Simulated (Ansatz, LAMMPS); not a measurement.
# Structural relaxation of amorphous 62SiO2-38TiO2 (mol %) (96 atoms), part 3 of 3

Aim: bring amorphous 62SiO2-38TiO2 (mol %) (96 atoms) to a nearby minimum of the energy and see what moves.

Ansatz 0.2.0; Kohn-Sham DFT, PBE, PAW (set soft_2), plane waves.

The cell: 20 Si, 12 Ti and 64 O. The quench rate of 50 K/ps far exceeds what a furnace or splat quench reaches. The starting topology of bonds comes from the classical model. Only the Γ point is sampled in the main run, in a cell whose shortest periodic width is 11 Å.

So far. Step 7 (K-mesh 2×2×2): Forces differ from those of the single point at the relaxed geometry by 5.1 meV/Å r.m.s.; the energy by -0.31 meV/atom and the gap by -0.061 eV. It took 4.5 min and 12 cycles; the reference's time can't be set against it, since the two runs asked for unlike analyses. Step 8 (Functional HSE06): Forces differ from those of the single point at the relaxed geometry by 198 meV/Å r.m.s.; the pressure by -5.2 GPa and the gap by +1.6 eV.

**8. Functional HSE06 (continued)**

Length of the force by element and coordination:

| element | coordination | atoms | mean length of the force (eV/Å) | spread | least | most |
| --- | --- | --- | --- | --- | --- | --- |
| O | all | 64 | 0.368 | 0.135 | 0.0628 | 0.645 |
| O | 2 | 59 | 0.377 | 0.133 | 0.0712 | 0.645 |
| O | 3 | 5 | 0.252 | 0.104 | 0.0628 | 0.336 |
| Si | all | 20 | 0.084 | 0.0387 | 0.0292 | 0.147 |
| Ti | all | 12 | 0.305 | 0.137 | 0.0859 | 0.503 |
| Ti | 4 | 8 | 0.260 | 0.124 | 0.0859 | 0.461 |
| Ti | 5 | 3 | 0.453 | 0.0665 | 0.359 | 0.503 |
| Ti | 6 | 1 | 0.226 | 0 | 0.226 | 0.226 |

Löwdin charges by element and coordination (they lack the spilled electrons, 0.059 e an atom on average):

| element | coordination | atoms | mean charge (e) | spread | least | most |
| --- | --- | --- | --- | --- | --- | --- |
| O | all | 64 | -0.770 | 0.0525 | -0.837 | -0.609 |
| O | 2 | 59 | -0.768 | 0.0532 | -0.836 | -0.609 |
| O | 3 | 5 | -0.794 | 0.035 | -0.837 | -0.749 |
| Si | all | 20 | 1.80 | 0.0251 | 1.75 | 1.84 |
| Ti | all | 12 | 1.58 | 0.0291 | 1.54 | 1.63 |
| Ti | 4 | 8 | 1.58 | 0.0278 | 1.54 | 1.63 |
| Ti | 5 | 3 | 1.58 | 0.0331 | 1.54 | 1.62 |
| Ti | 6 | 1 | 1.61 | 0 | 1.61 | 1.61 |

States in the cell by windows of 1 eV, zero at the Fermi level; the larger projections on atomic orbitals stand beside the total:

| from (eV) | to (eV) | total | O p | Ti d |
| --- | --- | --- | --- | --- |
| -10 | -9 | 16.4 | 11.6 | 0.5 |
| -9 | -8 | 19.4 | 14.6 | 0.5 |
| -8 | -7 | 39.0 | 29.4 | 2.8 |
| -7 | -6 | 43.0 | 34.1 | 3.6 |
| -6 | -5 | 74.6 | 62.5 | 7.3 |
| -5 | -4 | 74.9 | 67.0 | 4.4 |
| -4 | -3 | 67.0 | 62.3 | 2.6 |
| -3 | -2 | 28.0 | 26.4 | 0.8 |
| -2 | 2 | 0.0 | 0.0 | 0.0 |
| 2 | 3 | 22.3 | 2.5 | 18.4 |
| 3 | 4 | 44.9 | 5.8 | 34.8 |
| 4 | 5 | 34.9 | 6.2 | 23.0 |

Between -26 and -10 eV lie 150 more states.

The stored curve holds about 512 of the 608 electrons; the rest, give or take the few that broadening carries across the Fermi level, lie in deeper levels below its range.

The levels nearest the highest filled one (over half full), pooled over k-points and spins:

| level less the highest filled one (eV) | occupation |
| --- | --- |
| -0.296 | 2 |
| -0.244 | 2 |
| -0.204 | 2 |
| -0.164 | 2 |
| -0.0148 | 2 |
| 0 | 2 |
| 4.46 | 0 |
| 4.58 | 0 |
| 4.66 | 0 |
| 4.74 | 0 |
| 4.79 | 0 |
| 4.95 | 0 |

**9. Functional r2SCAN (500 eV)**

The meta-GGA r2SCAN uses the kinetic energy density as well as the density and its gradient. Besides, the cutoff goes from 420 to 500 eV.

This step: Kohn-Sham DFT, r2SCAN, PAW (set soft_2), plane waves (Ansatz 0.2.0).

The input, input.yaml:

```yaml
crystal:
  lattice:
    - [11.44898, 0.12353, -0.05489]
    - [0.12353, 10.78889, 0.24245]
    - [-0.05489, 0.24245, 10.91763]
  atoms:
    [... the 96 atom lines of step 6 ...]
kpoints:
  mp_grid: { grid: [1, 1, 1] }
hamiltonian:
  xc: r2scan
scf:
  occupations: { method: fermi_dirac, width: 0.025 }
output:
  forces: true
  stress: true
  populations: true
  dos:
    method: { smearing: { sigma: 0.08 } }
    de: 0.05
    projected: { site_lists: { O: [O], Si: [Si], Ti: [Ti] } }
  eigenvalues: true
```

Started as:

```console
> ansatz run input.yaml --threads 4 --pin off --max-ram 8192MiB --backend cpu --events-out ev --progress --plain --runs-dir out
```

It took 64 s on 4 threads of Arm Neoverse V1, shared host; peak memory 3.7 GiB.

Geometry and reference: those of the single point at the relaxed geometry.

Forces differ from those of the single point at the relaxed geometry by 144 meV/Å r.m.s.; the pressure by -4.4 GPa and the gap by +0.33 eV. It took 64 s and 12 cycles; the reference's time can't be set against it, since the two runs asked for unlike analyses.

**10. Functional PBEsol**

PBEsol restores the gradient expansion of exchange for slowly varying densities and usually gives shorter bonds in solids than PBE.

This step: Kohn-Sham DFT, PBEsol, PAW (set soft_2), plane waves (Ansatz 0.2.0).

Edit input.yaml of step 9 so:

```diff
@@ -10,3 +10,3 @@
 hamiltonian:
-  xc: r2scan
+  xc: pbesol
 scf:
```

Run time: 26 s. Hardware: 4 threads; peak memory 1.8 GiB.

Geometry and reference: those of the single point at the relaxed geometry.

Forces differ from those of the single point at the relaxed geometry by 77 meV/Å r.m.s.; the pressure by -3.2 GPa.

**11. What each setting buys**

Differences are against the single point at the relaxed geometry (Kohn-Sham DFT, PBE, PAW (set soft_2), plane waves), whose r.m.s. force component is 0.00674 eV/Å. Energies are set beside the reference only for runs with its functional, potentials and electron count. Times are for 4 threads of Arm Neoverse V1, shared host. The reference's time includes grids, which some other runs skip.

| run | Δ force, r.m.s. (meV/Å) | Δ energy (meV/atom) | Δ pressure (GPa) | Δ gap (eV) | cycles | time | host memory (GiB) |
| --- | --- | --- | --- | --- | --- | --- | --- |
| reference | - | - | - | - | 12 | 27 s | 1.8 |
| k-mesh 2×2×2 | 5.09 | -0.31 | 0.0058 | -0.0607 | 12 | 4.5 min | 6.2 |
| functional HSE06 | 198 | - | -5.21 | 1.61 | 26 | 7.6 min | 4.5 |
| functional r2SCAN (500 eV) | 144 | - | -4.43 | 0.330 | 12 | 64 s | 3.7 |
| functional PBEsol | 77.4 | - | -3.19 | 0 | 13 | 26 s | 1.8 |

**12. Summary of results**

| Quantity | Value |
| --- | --- |
| energy change in the relaxation | -65.5 meV/atom |
| r.m.s. displacement | 0.381 Å |
| largest displacement | 1.267 Å |
| free energy per atom | -824.3283 eV/atom |
| pressure | 0.005546 GPa |
| r.m.s. force component | 0.00674 eV/Å |
| gap (highest filled to lowest empty level) | 2.847 eV |
| wall time of the 7 DFT runs | 22 min |

In words: Relaxation lowers the energy by 65.5 meV/atom and moves atoms by 0.38 Å r.m.s.; the r.m.s. force component goes from 0.72 to 0.0067 eV/Å. Displacements are taken in the final cell, so they leave out its strain. By the final cutoffs 3 of 130 bonded pairs parted and 6 joined. The cell shrank by 0.6 % in volume. First to last step the energy falls by 6.288 eV, across changes of basis; the largest move, 1.27 Å, is that of O53. The O-Ti bonds change most in mean length: from 1.837 Å (spread 0.085) to 1.883 Å (spread 0.123), and their number from 51 to 53. Counting bonds as in the table, 92 % of O atoms have 2, all Si atoms have 4 and 67 % of Ti atoms have 4 bonded neighbours. Counting bonds to Si alone, not to Ti, 36 % of the oxygens join two of these atoms and 48 % one; 2 % join three; 14 % join none. Between filled and empty levels lie 2.85 eV (at Γ alone); a semilocal functional tends to put such gaps too low. In a disordered cell it changes from sample to sample, and tail or defect levels can set it.

Among the changes of functional, dispersion, potentials or spin set against this reference, functional HSE06 moves the forces most, by 198 meV/Å r.m.s. The gap changes by +1.61 eV with HSE06.

Caveats: The network of bonds at the start is that of the classical potential that made the cell; in DFT 3 of its 130 bonded pairs passed out of the cutoffs and 6 came within them.

[Logs are printed without paths, hosts, clocks, repeated set-up lines and the standing remarks that a program may print on its own settings, such as how far it seeks lower states.]

[Hosts, paths, dates, database ids (printed as entryN), source tags and the programs' standing remarks are cut or masked in the printed files.]
